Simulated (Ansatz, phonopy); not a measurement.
# Grüneisen parameters and expansion of Ir (Iridium, Fm-3m), part 2 of 2

Which modes of Iridium drive its thermal expansion?

Ansatz 0.2.0; DFT LDA, scalar-relativistic, plane waves, PAW; PAW set soft_1.

So far. Step 13 (Lattice dynamics at this volume, V/V0 0.97): No mode is imaginary beyond numerical noise at the solved wavevectors. Step 14 (A cell at another volume, V/V0 1.05): The run ends at a pressure of -17.55 GPa.

The database entry behind the starting cell differs from later determinations by our own check (0.1 to 0.3 % short, probably kX units), so it need not match the best structure at ambient conditions.

**15. Phonons, V/V0 1.05**

Contents of input.yaml:

```yaml
crystal:
  lattice:
    - [0.0, 1.9364636211, 1.9364636211]
    - [1.9364636211, 0.0, 1.9364636211]
    - [1.9364636211, 1.9364636211, 0.0]
  atoms:
    - { symbol: Ir, position: [0.0, 0.0, 0.0] }
kpoints:
  mp_grid: { grid: [20, 20, 20] }
hamiltonian:
  xc: lda
  pseudopotentials: { kind: paw, azcp: { folder: soft_1 }, xc_functional: pbe }
scf:
  occupations: { method: methfessel_paxton, width: 0.2 }
  lower_state_search: "off"
output:
  eigenvalues: true
phonons:
  method: dfpt
  qmesh: [4, 4, 4]
  temperatures: { t_max: 1000, t_step: 50 }
  qpath:
    path:
      - [[0.0, 0.0, 0.0], [0.5, 0.0, 0.5], [0.625, 0.25, 0.625]]
      - [[0.375, 0.375, 0.75], [0.0, 0.0, 0.0], [0.5, 0.5, 0.5], [0.5, 0.25, 0.75], [0.5, 0.0, 0.5]]
    npoints: 10
```

Launch:

```console
ansatz run input.yaml --threads 8 --pin off --max-ram 16384MiB --backend cpu --events-out ev --progress --plain --runs-dir out
```

Wall time 85 s (8 threads of Arm Neoverse V1, shared host); peak memory 3.7 GiB; 10 min of CPU time.

No mode is imaginary beyond numerical noise at the solved wavevectors.

**16. How the modes move with volume**

This step: DFT LDA, scalar-relativistic, plane waves, PAW; PAW set soft_1 (phonopy 4.10.0).

Numbers from this step:

- share of modes with a negative Grüneisen parameter: 0

Mean Grüneisen, by row:

| T (K) | heat-capacity-weighted mean | root mean square |
| --- | --- | --- |
| 50 | 2.314 | 2.337 |
| 100 | 2.407 | 2.43 |
| 200 | 2.436 | 2.459 |
| 300 | 2.442 | 2.464 |
| 500 | 2.445 | 2.467 |
| 800 | 2.446 | 2.468 |

Mean mode Grueneisen parameter against wavenumber:

```csv
wavenumber (cm⁻¹),mean mode Grueneisen parameter
3.5,-
10.4,-
17.3,1.82
24.3,2.31
31.2,1.51
38.1,2.08
45.0,1.9
52.0,1.94
58.9,1.98
65.8,2
72.8,2.09
79.7,1.92
86.6,2.08
93.5,2.02
100.5,2.05
107.4,2.14
114.3,2.06
121.3,2.1
128.2,2.16
135.1,2.23
142.1,2.32
149.0,2.43
155.9,2.56
162.8,2.63
169.8,2.72
176.7,2.65
183.6,2.76
190.6,2.74
197.5,2.72
204.4,2.79
```

Volume series, by row:

```
 V/V0  V (Å³/atom)  pressure (GPa)  E - E0 (meV/atom)  gap (eV)  zero-point energy (meV/atom)  lowest on the path (cm⁻¹)  highest at Gamma without the LO-TO term (cm⁻¹)
 0.97        13.42           13.37              16.85         0                         30.58                          0                                               -
0.985        13.62           6.386              4.098         0                         29.48                          0                                               -
    1        13.83               0                  0         0                          28.4                          0                                               -
1.015        14.04          -5.835              3.802         0                         27.34                          0                                               -
 1.03        14.25          -11.16              14.84         0                         26.31                          0                                               -
 1.05        14.52          -17.55              39.71         0                         24.96                          0                                               -
```

Grüneisen at points, by row:

```
point  branch  frequency (cm⁻¹)  mode Grüneisen parameter
    X       1             150.3                      2.53
    X       3             201.6                      2.92
    U       1             148.2                      2.27
    U       2             173.3                       2.8
    U       3             182.7                      2.99
    K       1             148.2                      2.27
    K       2             173.3                       2.8
    K       3             182.7                      2.99
    L       1             119.6                      1.96
    L       3             207.8                      2.93
    W       1             168.8                      2.37
    W       2             171.7                      2.93
```

**17. Free-energy fit**

Numbers from this step:

```
volume expansion coefficient at 300 K : 17.88 1e-6/K
isothermal bulk modulus at 300 K      : 393.0 GPa
C_P at 300 K                          : 24.18 J/mol-atom/K
Grüneisen parameter at 300 K          : 2.469
```

Energy (each curve on its own zero) against volume; values in meV/atom:

```csv
volume (Å³/atom),static,F at 0 K,F at 300 K,F at 1300 K
13.416,16.9,19.6,24.5,48.4
13.624,4.1,5.73,8.79,23.6
13.832,0,0.55,1.73,7.24
14.039,3.8,3.3,2.53,-1.42
14.246,14.8,13.3,10.5,-3.07
14.523,39.7,36.8,31.2,4.5
```

Phonopy-qha, vinet fit of F(V) at each temperature; no electronic free energy. Qha vinet, by row:

| T (K) | fitted volume (Å³/atom) | alpha_V (1e-6/K) | B_T (GPa) | C_P (J/mol-atom/K) | Grueneisen |
| --- | --- | --- | --- | --- | --- |
| 100 | 13.87 | 12.03 | 401.8 | 16.92 | 2.381 |
| 150 | 13.88 | 15.2 | 399.7 | 21.01 | 2.433 |
| 200 | 13.89 | 16.62 | 397.5 | 22.75 | 2.452 |
| 250 | 13.9 | 17.39 | 395.3 | 23.65 | 2.462 |
| 300 | 13.91 | 17.88 | 393 | 24.18 | 2.469 |
| 350 | 13.92 | 18.24 | 390.7 | 24.53 | 2.476 |
| 400 | 13.94 | 18.52 | 388.3 | 24.78 | 2.482 |
| 450 | 13.95 | 18.76 | 386 | 24.98 | 2.487 |
| 500 | 13.96 | 18.97 | 383.6 | 25.14 | 2.493 |
| 550 | 13.98 | 19.17 | 381.3 | 25.27 | 2.499 |
| 600 | 13.99 | 19.35 | 378.9 | 25.39 | 2.504 |
| 650 | 14 | 19.53 | 376.5 | 25.5 | 2.51 |
| 700 | 14.02 | 19.71 | 374 | 25.61 | 2.515 |
| 750 | 14.03 | 19.89 | 371.6 | 25.7 | 2.521 |
| 800 | 14.05 | 20.06 | 369.1 | 25.8 | 2.527 |
| 850 | 14.06 | 20.24 | 366.6 | 25.89 | 2.533 |
| 900 | 14.07 | 20.42 | 364.2 | 25.98 | 2.538 |
| 950 | 14.09 | 20.59 | 361.7 | 26.08 | 2.544 |
| 1000 | 14.1 | 20.78 | 359.1 | 26.17 | 2.55 |
| 1050 | 14.12 | 20.96 | 356.6 | 26.26 | 2.556 |
| 1100 | 14.13 | 21.15 | 354 | 26.35 | 2.563 |
| 1150 | 14.15 | 21.34 | 351.5 | 26.44 | 2.569 |
| 1200 | 14.16 | 21.53 | 348.9 | 26.54 | 2.575 |
| 1250 | 14.18 | 21.73 | 346.3 | 26.63 | 2.582 |

Table of volume expansion coefficient, phonopy-qha, Vinet by temperature:

| temperature (K) | volume expansion coefficient, phonopy-qha, Vinet (1e-6/K) |
| --- | --- |
| 75 | 8.96 |
| 100 | 12.0 |
| 150 | 15.2 |
| 175 | 16.0 |
| 200 | 16.6 |
| 225 | 17.1 |
| 275 | 17.7 |
| 300 | 17.9 |
| 325 | 18.1 |
| 375 | 18.4 |
| 400 | 18.5 |
| 425 | 18.6 |
| 475 | 18.9 |
| 500 | 19.0 |
| 525 | 19.1 |
| 550 | 19.2 |
| 600 | 19.4 |
| 625 | 19.4 |
| 650 | 19.5 |
| 700 | 19.7 |
| 725 | 19.8 |
| 750 | 19.9 |
| 800 | 20.1 |
| 825 | 20.1 |
| 850 | 20.2 |
| 875 | 20.3 |
| 925 | 20.5 |
| 950 | 20.6 |
| 975 | 20.7 |
| 1025 | 20.9 |
| 1050 | 21.0 |
| 1075 | 21.1 |
| 1125 | 21.2 |
| 1150 | 21.3 |
| 1175 | 21.4 |
| 1200 | 21.5 |
| 1250 | 21.7 |
| 1275 | 21.8 |

The fit gives a volume expansion of 17.9 × 10⁻⁶/K at 300 K.

**18. Results**

```
volume expansion coefficient at 300 K  : 17.88 1e-6/K
isothermal bulk modulus at 300 K       : 393.0 GPa
C_P at 300 K                           : 24.18 J/mol-atom/K
Grüneisen parameter at 300 K           : 2.469
mean mode Grüneisen parameter at 300 K : 2.44
```

Near room temperature Iridium expands by 17.9 × 10⁻⁶/K in volume by LDA, with C_P = 24.2 J/(mol K) per mole of atoms and B_T = 393 GPa. The q-mesh is coarse, and the expansion can converge slowly with it. C_P at room temperature is 97 % of the classical 3R an atom. The fit leaves out the electrons' free energy, which adds to C_P and to the expansion of a metal at high temperature. The heat-capacity-weighted Grüneisen parameter goes from 2.31 at 50 K to 2.45 at 800 K. Weighting γ by the density of states and each mode's heat capacity at 300 K, modes below 70 cm⁻¹ give about 1 % of the sum of γC that drives the expansion, those up to 140 cm⁻¹ 29 % and the rest 69 %. Among the labelled points γ is largest for branch 3 at U (183 cm⁻¹, 3.0) and smallest for branch 1 at L (120 cm⁻¹, 2.0). The PAW files were made for PBE and are used here under another functional, for which the program regenerates the frozen cores.

[Logs are printed without paths, hosts, clocks, repeated set-up lines and the standing remarks that a program may print on its own settings, such as how far it seeks lower states.]

[Hosts, paths, dates, database ids (printed as entryN), source tags and the programs' standing remarks are cut or masked in the printed files.]

[A step with changed settings may run another functional than the one named; its input shows which.]

[Of the runs on displaced cells, only some may be shown.]
